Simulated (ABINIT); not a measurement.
# Ca2H6Os (Fm-3m): G0W0 with ABINIT, start to end, part 2 of 3

How does a plane-wave GW calculation on Ca2H6Os (Fm-3m) run from the first input to the gap?

ABINIT 10.8.3; PBEsol and many-body steps on it, plane waves. Known limits of the many-body steps: not at the basis limit; no spin polarisation; d states lean on the start; no spin-orbit coupling; coarse k mesh.

So far. Step 2 (Ground state): The gap is indirect, with the least direct gap 0.007 eV higher.

## 3. Bands along the symmetry lines

Level of this step: DFT, PBEsol, plane waves, norm-conserving pseudopotentials (ABINIT).

Levels along a band path, at the cheap level, show where the edges lie and whether the meshes to come will hold them.

The input, run.abi:

```
acell 3*1.0 Angstrom
rprim 
  -0.000000000000 3.614821300000 3.614821300000
  3.614821300000 -0.000000000000 3.614821300000
  3.614821300000 3.614821300000 -0.000000000000
ntypat 3
znucl 20 1 76
natom 9
typat 1 1 2 2 2 2 2 2 3
xred 
  0.250000000000 0.250000000000 0.250000000000
  0.750000000000 0.750000000000 0.750000000000
  0.762819760000 0.237180240000 0.237180240000
  0.237180240000 0.762819760000 0.762819760000
  0.237180240000 0.762819760000 0.237180240000
  0.762819760000 0.237180240000 0.762819760000
  0.237180240000 0.237180240000 0.762819760000
  0.762819760000 0.762819760000 0.237180240000
  0.000000000000 0.000000000000 0.000000000000
pp_dirpath "pseudos"
pseudos "Ca.upf, H.upf, Os.upf"
ecut 33
iscf -2
irdden 1
kptopt 0
nkpt 26
kpt 
  0.00000000 0.00000000 0.00000000
  0.12500000 0.00000000 0.12500000
  0.25000000 0.00000000 0.25000000
  0.37500000 0.00000000 0.37500000
  0.50000000 0.00000000 0.50000000
  0.53125000 0.06250000 0.53125000
  0.56250000 0.12500000 0.56250000
  0.59375000 0.18750000 0.59375000
  0.62500000 0.25000000 0.62500000
  0.37500000 0.37500000 0.75000000
  0.28125000 0.28125000 0.56250000
  0.18750000 0.18750000 0.37500000
  0.09375000 0.09375000 0.18750000
  0.00000000 0.00000000 0.00000000
  0.12500000 0.12500000 0.12500000
  0.25000000 0.25000000 0.25000000
  0.37500000 0.37500000 0.37500000
  0.50000000 0.50000000 0.50000000
  0.50000000 0.43750000 0.56250000
  0.50000000 0.37500000 0.62500000
  0.50000000 0.31250000 0.68750000
  0.50000000 0.25000000 0.75000000
  0.50000000 0.18750000 0.68750000
  0.50000000 0.12500000 0.62500000
  0.50000000 0.06250000 0.56250000
  0.50000000 0.00000000 0.50000000
istwfk *1
nband 28
nbdbuf 2
tolwfr 1e-08
nstep 40
prtwf 0
prtvol 0
indata_prefix "in"
outdata_prefix "out"
tmpdata_prefix "tmp"
```

Launch:

```sh
$ OMP_NUM_THREADS=1 mpirun -n 4 abinit run.abi > log
```

Numbers of over 12 decimals in the logs are rounded to 6 here.

The program printed:

```text
.Version 10.8.3 of ABINIT. v10.8.2 released Aug 2026.

 Symmetries : space group Fm -3 m (#225); Bravais cF (face-center cubic)
[... echo of the input left out ...]
== DATASET  1 ==================================================================
-   mpi_nproc: 4, omp_nthreads: 1 (-1 if OMP is not activated)

--- !DatasetInfo
iteration_state: {dtset: 1, }
dimensions: {natom: 9, nkpt: 26, mband: 28, nsppol: 1, nspinor: 1, nspden: 1, mpw: 5817, }
cutoff_energies: {ecut:  33.0, pawecutdg:  -1.0, }
electrons: {nelect:   4.20000000E+01, charge:   0.00000000E+00, occopt:   1.00000000E+00, tsmear:   1.00000000E-02, }

 Real(R)+Recip(G) space primitive vectors, cartesian coordinates (Bohr,Bohr^-1):
 R(1)=  0.0000000  6.8310223  6.8310223  G(1)= -0.0731955  0.0731955  0.0731955
 R(2)=  6.8310223  0.0000000  6.8310223  G(2)=  0.0731955 -0.0731955  0.0731955
 R(3)=  6.8310223  6.8310223  0.0000000  G(3)=  0.0731955  0.0731955 -0.0731955
 Unit cell volume ucvol=  6.3751014E+02 bohr^3
 Angles (23,13,12)=  6.00000000E+01  6.00000000E+01  6.00000000E+01 degrees

 getcut: wavevector=  0.0000  0.0000  0.0000  ngfft=  50  50  50
         ecut(hartree)=     33.000   => boxcut(ratio)=   2.00226

--- Pseudopotential description ------------------------------------------------
- Ca Generated using ONCVPSP code by D. R. Hamann
- 20.00000  10.00000  180301                  znucl, zion, pspdat
12 -116133 2 -1 1746                          pspcod,pspxc,lmax,lloc,mmax
     nproj     2     2     2     0
  pspatm : epsatm=   12.46101000
         --- l  ekb(1:nproj) -->
             0   10.054847    0.973777
             1    2.998958    0.458102
             2   -3.447298   -1.091650
 pspatm: atomic psp has been read  and splines computed

- H Generated using ONCVPSP code by D. R. Hamann
-  1.00000   1.00000  180301                  znucl, zion, pspdat
12 -116133 1 -1 1180                          pspcod,pspxc,lmax,lloc,mmax
     nproj     2     1     0     0
  pspatm : epsatm=    0.35585368
         --- l  ekb(1:nproj) -->
[...]
1   -0.494138
 pspatm: atomic psp has been read  and splines computed

- Os Generated using ONCVPSP code by D. R. Hamann
- 76.00000  16.00000  180301                  znucl, zion, pspdat
12 -116133 3 -1 1328                          pspcod,pspxc,lmax,lloc,mmax
     nproj     2     2     2     2
  pspatm : epsatm=   26.11825285
         --- l  ekb(1:nproj) -->
[...]
pspatm: atomic psp has been read  and splines computed

--------------------------------------------------------------------------------

================================================================================
 prteigrs : about to open file out_EIG
 Non-SCF case, kpt    1 (  0.00000  0.00000  0.00000), residuals and eigenvalues=
  4.56E-09  2.60E-09  3.27E-09  7.25E-09  3.86E-09  7.01E-09  2.04E-09  4.11E-09
[...]
Non-SCF case, kpt   26 (  0.50000  0.00000  0.50000), residuals and eigenvalues=
[...]
-2.8707E-02 -3.7975E-03  3.7258E-02  5.2629E-02  1.0370E-01  1.0370E-01
  1.3996E-01  1.6965E-01  1.6965E-01  2.6536E-01  3.0027E-01  3.4337E-01
[...]
--- !ResultsGS
iteration_state: {dtset: 1, }
comment   : Summary of ground state results
lattice_vectors:
- [ -0.0000000,   6.8310223,   6.8310223, ]
- [  6.8310223,  -0.0000000,   6.8310223, ]
- [  6.8310223,   6.8310223,  -0.0000000, ]
lattice_lengths: [   9.66052,    9.66052,    9.66052, ]
lattice_angles: [ 60.000,  60.000,  60.000, ] # degrees, (23, 13, 12)
lattice_volume:   6.3751014E+02
convergence: {deltae:  0.000E+00, res2:  0.000E+00, residm:  9.988E-09, diffor:  0.000E+00, }
etotal    :  -1.82108426E+02
entropy   :   0.00000000E+00
fermie    :   1.69893292E-01
cartesian_stress_tensor: null
pressure_GPa: null
xred      :
- [  2.5000E-01,   2.5000E-01,   2.5000E-01, Ca]
- [  7.5000E-01,   7.5000E-01,   7.5000E-01, Ca]
- [  7.6282E-01,   2.3718E-01,   2.3718E-01,  H]
- [  2.3718E-01,   7.6282E-01,   7.6282E-01,  H]
- [  2.3718E-01,   7.6282E-01,   2.3718E-01,  H]
- [  7.6282E-01,   2.3718E-01,   7.6282E-01,  H]
- [  2.3718E-01,   2.3718E-01,   7.6282E-01,  H]
- [  7.6282E-01,   7.6282E-01,   2.3718E-01,  H]
- [  0.0000E+00,   0.0000E+00,   0.0000E+00, Os]
cartesian_forces: null
force_length_stats: {min: null, max: null, mean: null, }

 Integrated electronic density in atomic spheres:
 ------------------------------------------------
 Atom  Sphere_radius  Integrated_density
[...]
================================================================================

 ----iterations are completed or convergence reached----

 Mean square residual over all n,k,spin=   58.897E-10; max=  99.880E-10
 reduced coordinates (array xred) for    9 atoms
[...]
0.762819760000      0.762819760000      0.237180240000
       0.000000000000      0.000000000000      0.000000000000

 cartesian coordinates (angstrom) at end:
[...]
length scales=  1.889726125908  1.889726125908  1.889726125908 bohr
              =  1.000000000000  1.000000000000  1.000000000000 angstroms
 prteigrs : about to open file out_EIG
 Eigenvalues (hartree) for nkpt=  26  k points:
 kpt#   1, nband= 28, wtk=  1.00000, kpt=  0.0000  0.0000  0.0000 (reduced coord)
[...]
kpt#   2, nband= 28, wtk=  1.00000, kpt=  0.1250  0.0000  0.1250 (reduced coord)
[...]
kpt#   3, nband= 28, wtk=  1.00000, kpt=  0.2500  0.0000  0.2500 (reduced coord)
[...]
kpt#  25, nband= 28, wtk=  1.00000, kpt=  0.5000  0.0625  0.5625 (reduced coord)
[...]
0.34266    0.35240    0.39608    0.39662
 kpt#  26, nband= 28, wtk=  1.00000, kpt=  0.5000  0.0000  0.5000 (reduced coord)
[...]
-0.57256   -0.56587   -0.56587   -0.56517   -0.02871   -0.00380    0.03726    0.05263
   0.10370    0.10370    0.13996    0.16965    0.16965    0.26536    0.30027    0.34337
   0.34403    0.34403    0.39895    0.39927

== END DATASET(S) ==============================================================
================================================================================

 -outvars: echo values of variables after computation  --------
            nband          28
             nkpt          26
          spgroup         225
 [... the other variables as echoed above ...]

 Calculation completed.
```

Wall time 34 s (4 MPI ranks of Arm Neoverse V2, shared host); peak memory 0.37 GiB.

This step gave:

| Item | Value |
| --- | --- |
| gap | 2.596 eV |
| k of the valence top | 0.5, 0.25, 0.75 |
| k of the conduction bottom | 0.5, 0, 0.5 |
| least direct gap | 2.604 eV |

The gap is 2.596 eV, −0.002 eV from the run before at this level.

Electronic bands along the path, in eV, zero at the top of the highest filled band:

| point | band 18 | band 19 | band 20 | band 21 | band 22 | band 23 | band 24 | band 25 |
| --- | --- | --- | --- | --- | --- | --- | --- | --- |
| Γ | -2.09 | -0.18 | -0.18 | -0.18 | 4.36 | 4.36 | 4.79 | 6.58 |
| halfway | -1.95 | -0.48 | -0.10 | -0.10 | 3.64 | 3.98 | 5.39 | 5.40 |
| X | -1.80 | -0.82 | -0.01 | -0.01 | 2.60 | 3.55 | 4.72 | 4.74 |
| halfway | -1.71 | -0.67 | -0.03 | -0.01 | 2.71 | 3.63 | 4.46 | 4.67 |
| U | -1.51 | -0.44 | -0.07 | -0.03 | 2.94 | 3.89 | 4.33 | 4.50 |
| jump to K | -1.51 | -0.44 | -0.07 | -0.03 | 2.94 | 3.89 | 4.33 | 4.50 |
| halfway | -1.50 | -0.29 | -0.17 | -0.14 | 3.92 | 4.23 | 4.77 | 5.36 |
| Γ | -2.09 | -0.18 | -0.18 | -0.18 | 4.36 | 4.36 | 4.79 | 6.58 |
| halfway | -1.72 | -0.30 | -0.16 | -0.16 | 4.25 | 4.25 | 5.12 | 5.69 |
| L | -1.34 | -0.38 | -0.14 | -0.14 | 4.04 | 4.31 | 4.31 | 4.75 |
| halfway | -1.42 | -0.23 | -0.19 | -0.08 | 3.32 | 4.24 | 4.37 | 4.46 |
| W | -1.71 | -0.22 | -0.22 | 0.00 | 3.08 | 4.07 | 4.07 | 4.40 |
| halfway | -1.75 | -0.55 | -0.05 | 0.00 | 2.81 | 3.71 | 4.36 | 4.60 |
| X | -1.80 | -0.82 | -0.01 | -0.01 | 2.60 | 3.55 | 4.72 | 4.74 |

## 4. Empty states on the mesh, 2×2×2 mesh, 91 bands

The sums over transitions need many empty states on a uniform mesh; this step solves for them.

The input, run.abi:

```
acell 3*1.0 Angstrom
rprim 
  -0.000000000000 3.614821300000 3.614821300000
  3.614821300000 -0.000000000000 3.614821300000
  3.614821300000 3.614821300000 -0.000000000000
ntypat 3
znucl 20 1 76
natom 9
typat 1 1 2 2 2 2 2 2 3
xred 
  0.250000000000 0.250000000000 0.250000000000
  0.750000000000 0.750000000000 0.750000000000
  0.762819760000 0.237180240000 0.237180240000
  0.237180240000 0.762819760000 0.762819760000
  0.237180240000 0.762819760000 0.237180240000
  0.762819760000 0.237180240000 0.762819760000
  0.237180240000 0.237180240000 0.762819760000
  0.762819760000 0.762819760000 0.237180240000
  0.000000000000 0.000000000000 0.000000000000
pp_dirpath "pseudos"
pseudos "Ca.upf, H.upf, Os.upf"
ecut 33
ngkpt 2 2 2
nshiftk 1
shiftk 0 0 0
kptopt 1
chksymbreak 0
iscf -2
irdden 1
istwfk *1
nband 91
nbdbuf 8
tolwfr 1e-09
nstep 60
prtvol 0
indata_prefix "in"
outdata_prefix "out"
tmpdata_prefix "tmp"
```

The program printed:

```text
.Version 10.8.3 of ABINIT. v10.8.2 released Aug 2026.

 Symmetries : space group Fm -3 m (#225); Bravais cF (face-center cubic)
[... echo of the input left out ...]
== DATASET  1 ==================================================================
-   mpi_nproc: 4, omp_nthreads: 1 (-1 if OMP is not activated)
-    --> not optimal distribution: autoparal keyword recommended in input file <--

--- !DatasetInfo
iteration_state: {dtset: 1, }
dimensions: {natom: 9, nkpt: 3, mband: 91, nsppol: 1, nspinor: 1, nspden: 1, mpw: 5817, }
cutoff_energies: {ecut:  33.0, pawecutdg:  -1.0, }
electrons: {nelect:   4.20000000E+01, charge:   0.00000000E+00, occopt:   1.00000000E+00, tsmear:   1.00000000E-02, }

 Real(R)+Recip(G) space primitive vectors, cartesian coordinates (Bohr,Bohr^-1):
 R(1)=  0.0000000  6.8310223  6.8310223  G(1)= -0.0731955  0.0731955  0.0731955
 R(2)=  6.8310223  0.0000000  6.8310223  G(2)=  0.0731955 -0.0731955  0.0731955
 R(3)=  6.8310223  6.8310223  0.0000000  G(3)=  0.0731955  0.0731955 -0.0731955
 Unit cell volume ucvol=  6.3751014E+02 bohr^3
 Angles (23,13,12)=  6.00000000E+01  6.00000000E+01  6.00000000E+01 degrees

 getcut: wavevector=  0.0000  0.0000  0.0000  ngfft=  50  50  50
         ecut(hartree)=     33.000   => boxcut(ratio)=   2.00226

--- Pseudopotential description ------------------------------------------------
- Ca Generated using ONCVPSP code by D. R. Hamann
- 20.00000  10.00000  180301                  znucl, zion, pspdat
12 -116133 2 -1 1746                          pspcod,pspxc,lmax,lloc,mmax
     nproj     2     2     2     0
  pspatm : epsatm=   12.46101000
         --- l  ekb(1:nproj) -->
             0   10.054847    0.973777
             1    2.998958    0.458102
             2   -3.447298   -1.091650
 pspatm: atomic psp has been read  and splines computed

- H Generated using ONCVPSP code by D. R. Hamann
-  1.00000   1.00000  180301                  znucl, zion, pspdat
12 -116133 1 -1 1180                          pspcod,pspxc,lmax,lloc,mmax
     nproj     2     1     0     0
  pspatm : epsatm=    0.35585368
         --- l  ekb(1:nproj) -->
[...]
1   -0.494138
 pspatm: atomic psp has been read  and splines computed

- Os Generated using ONCVPSP code by D. R. Hamann
- 76.00000  16.00000  180301                  znucl, zion, pspdat
12 -116133 3 -1 1328                          pspcod,pspxc,lmax,lloc,mmax
     nproj     2     2     2     2
  pspatm : epsatm=   26.11825285
         --- l  ekb(1:nproj) -->
[...]
pspatm: atomic psp has been read  and splines computed

--------------------------------------------------------------------------------

================================================================================
 prteigrs : about to open file out_EIG
 Non-SCF case, kpt    1 (  0.00000  0.00000  0.00000), residuals and eigenvalues=
[...]
1.04E-10  3.40E-10  1.43E-10  3.24E-10  7.64E-10  2.96E-10  6.76E-10  1.30E-10
[...]
-2.9098E+00 -1.4187E+00 -1.4187E+00 -1.4187E+00 -1.2638E+00 -1.2622E+00
 -5.7168E-01 -5.7168E-01 -5.7168E-01 -5.6639E-01 -5.6639E-01 -5.6639E-01
 -8.9993E-02  2.3717E-02  2.3717E-02  9.3110E-02  9.3110E-02  9.3110E-02
[...]
1.3943E+00  1.4019E+00  1.4019E+00  1.4555E+00  1.4555E+00  1.4555E+00
  1.5345E+00  1.5739E+00  1.5739E+00  1.5739E+00  1.5796E+00  1.6574E+00
  1.6594E+00
 prteigrs : prtvol=0 or 1, do not print more k-points.

--- !ResultsGS
iteration_state: {dtset: 1, }
comment   : Summary of ground state results
lattice_vectors:
- [ -0.0000000,   6.8310223,   6.8310223, ]
- [  6.8310223,  -0.0000000,   6.8310223, ]
- [  6.8310223,   6.8310223,  -0.0000000, ]
lattice_lengths: [   9.66052,    9.66052,    9.66052, ]
lattice_angles: [ 60.000,  60.000,  60.000, ] # degrees, (23, 13, 12)
lattice_volume:   6.3751014E+02
convergence: {deltae:  0.000E+00, res2:  0.000E+00, residm:  9.976E-10, diffor:  0.000E+00, }
etotal    :  -1.82108426E+02
entropy   :   0.00000000E+00
fermie    :   1.69893292E-01
cartesian_stress_tensor: null
pressure_GPa: null
xred      :
- [  2.5000E-01,   2.5000E-01,   2.5000E-01, Ca]
- [  7.5000E-01,   7.5000E-01,   7.5000E-01, Ca]
- [  7.6282E-01,   2.3718E-01,   2.3718E-01,  H]
- [  2.3718E-01,   7.6282E-01,   7.6282E-01,  H]
- [  2.3718E-01,   7.6282E-01,   2.3718E-01,  H]
- [  7.6282E-01,   2.3718E-01,   7.6282E-01,  H]
- [  2.3718E-01,   2.3718E-01,   7.6282E-01,  H]
- [  7.6282E-01,   7.6282E-01,   2.3718E-01,  H]
- [  0.0000E+00,   0.0000E+00,   0.0000E+00, Os]
cartesian_forces: null
force_length_stats: {min: null, max: null, mean: null, }

 Integrated electronic density in atomic spheres:
 ------------------------------------------------
 Atom  Sphere_radius  Integrated_density
[...]
================================================================================

 ----iterations are completed or convergence reached----

 Mean square residual over all n,k,spin=   45.114E-11; max=  99.763E-11
 reduced coordinates (array xred) for    9 atoms
[...]
0.000000000000      0.000000000000      0.000000000000

 cartesian coordinates (angstrom) at end:
    1      1.807411     1.807411     1.807411
    2      5.422232     5.422232     5.422232
    3      1.714728     3.614821     3.614821
[...]
8      3.614821     3.614821     5.514914
    9      0.000000     0.000000     0.000000
 length scales=  1.889726125908  1.889726125908  1.889726125908 bohr
              =  1.000000000000  1.000000000000  1.000000000000 angstroms
 prteigrs : about to open file out_EIG
 Eigenvalues (hartree) for nkpt=   3  k points:
 kpt#   1, nband= 91, wtk=  0.12500, kpt=  0.0000  0.0000  0.0000 (reduced coord)
[...]
1.31660    1.34500    1.34500    1.34500    1.39434    1.39434    1.39434    1.40188
   1.40188    1.45546    1.45546    1.45546    1.53447    1.57389    1.57389    1.57389
   1.57958    1.65739    1.65937
 prteigrs : prtvol=0 or 1, do not print more k-points.

== END DATASET(S) ==============================================================
================================================================================

 -outvars: echo values of variables after computation  --------
            nband          91
             nkpt           3
          spgroup         225
 [... the other variables as echoed above ...]

 Calculation completed.
```

Run time: 14 s. Hardware: 4 MPI ranks; peak memory 0.34 GiB.

This step gave:

| Quantity | Value |
| --- | --- |
| gap | 2.604 eV |
| k of the valence top | 0.5, 0.5, 0 |
| k of the conduction bottom | 0.5, 0.5, 0 |
| least direct gap | 2.604 eV |
| k points computed | 3 |
| lowest point of the top converged band, above the valence top | 34.99 eV |

On this mesh the gap is 2.604 eV.

## 5. Screening, 2×2×2 mesh, 83 bands, screening to 106.1 eV

The RPA dielectric matrix is built and inverted for each q.

This step: RPA screening on PBEsol, plane waves, norm-conserving pseudopotentials.

Changes to run.abi since step 4:

```diff
@@ -27,10 +27,11 @@
 chksymbreak 0
-iscf -2
-irdden 1
 istwfk *1
-nband 91
-nbdbuf 8
-tolwfr 1e-09
-nstep 60
-prtvol 0
+occopt 1
+irdwfk 1
+optdriver 3
+nband 83
+ecuteps 3.9
+inclvkb 2
+awtr 1
+symchi 1
 indata_prefix "in"
```

The program printed:

```text
.Version 10.8.3 of ABINIT. v10.8.2 released Aug 2026.

 Symmetries : space group Fm -3 m (#225); Bravais cF (face-center cubic)
[... echo of the input left out ...]
== DATASET  1 ==================================================================
-   mpi_nproc: 4, omp_nthreads: 1 (-1 if OMP is not activated)

--- !DatasetInfo
iteration_state: {dtset: 1, }
dimensions: {natom: 9, nkpt: 3, mband: 83, nsppol: 1, nspinor: 1, nspden: 1, mpw: 5817, }
cutoff_energies: {ecut:  33.0, pawecutdg:  -1.0, }
electrons: {nelect:   4.20000000E+01, charge:   0.00000000E+00, occopt:   1.00000000E+00, tsmear:   1.00000000E-02, }

 SCREENING: Calculation of the susceptibility and dielectric matrices

 Based on a program developped by R.W. Godby, V. Olevano, G. Onida, and L. Reining.
 Incorporated in ABINIT by V. Olevano, G.-M. Rignanese, and M. Torrent.
.Using double precision arithmetic ; gwpc =  8

[... cell and pseudopotentials left out ...]
--------------------------------------------------------------------------------

 ==== K-mesh for the wavefunctions ====
 Number of points in the irreducible wedge :     3
[... list of points left out ...]
 Together with 48 symmetry operations and time-reversal symmetry
 yields     8 points in the full Brillouin Zone.

 ==== Q-mesh for the screening function ====
 Number of points in the irreducible wedge :     3
[... list of points left out ...]
 Together with 48 symmetry operations and time-reversal symmetry
 yields     8 points in the full Brillouin Zone.

 setmesh: FFT mesh size selected  =    36x   36x   36
          total number of points  =        46656

 vcoul_init : cutoff-mode = AUXILIARY_FUNCTION
 q-points for optical limit:   1
     1)      0.000010    0.000020    0.000030

- screening: taking advantage of time-reversal symmetry
- Maximum band index for partially occupied states nbvw = 21
- Remaining bands to be divided among processors   nbcw = 62
- Number of bands treated by each node ~15

 Number of electrons calculated from density =   42.0000; Expected =   42.0000
 average of density, n =  0.065881
 r_s =    1.5360
 omega_plasma =   24.7592 [eV]

 calculating chi0 at frequencies [eV] :
  1    0.000000E+00    0.000000E+00
  2    0.000000E+00    2.475921E+01

--------------------------------------------------------------------------------
  q-point number  1        q = ( 0.000000, 0.000000, 0.000000) [r.l.u.]
--------------------------------------------------------------------------------
[... chi0 elements left out ...]
 For q-point:  0.000010 0.000020 0.000030
  dielectric constant =   4.7279
  dielectric constant without local fields =   5.7224

  Average fulfillment of the sum rule on Im[epsilon] for q-point    1 :     53.43  [%]
[... wings left out ...]
  q-point number  2        q = ( 0.500000, 0.000000, 0.000000) [r.l.u.]
--------------------------------------------------------------------------------
[... chi0 elements left out ...]
  Average fulfillment of the sum rule on Im[epsilon] for q-point    2 :     61.84  [%]

 [... 1 further q-points ...]
```

Elapsed: 8.7 s, on 4 MPI ranks; peak memory 1.1 GiB; 34 s of CPU time.

Numbers from this step:

```yaml
eps_infinity_with_local_fields_on_this_mesh_along_the_program_s_q_direction: 4.728
the_same_without_local_fields: 5.722
plasma_frequency: 24.76 eV
plane_waves_in_the_screening_matrix: 259
```

Local fields lower ε∞ by 17 %. On a Γ-centred mesh this coarse the value itself is usually too large, while a short band sum pulls it down.

[end of part 2 of 3]

[Paths, hosts, dates, memory and timing lines, banners, echoed tables and standing remarks are left out of the program output.]

[Logs are printed without paths, hosts, clocks, repeated set-up lines and the standing remarks that a program may print on its own settings, such as how far it seeks lower states.]

[Runs of the session that timed out or met a known fault of the program may be left out.]

[Hosts, paths, dates, database ids (printed as entryN), source tags and the programs' standing remarks are cut or masked in the printed files.]

[G0W0 gaps are taken among the corrected bands and points alone; a level outside them can change the order at an edge.]

[Where Ansatz stands beside ABINIT at settings called matched, ABINIT's density can come from a denser mesh and the files from another edition; pairs whose starting gaps differed by over 0.03 eV were left out, so agreement reads better than it is.]
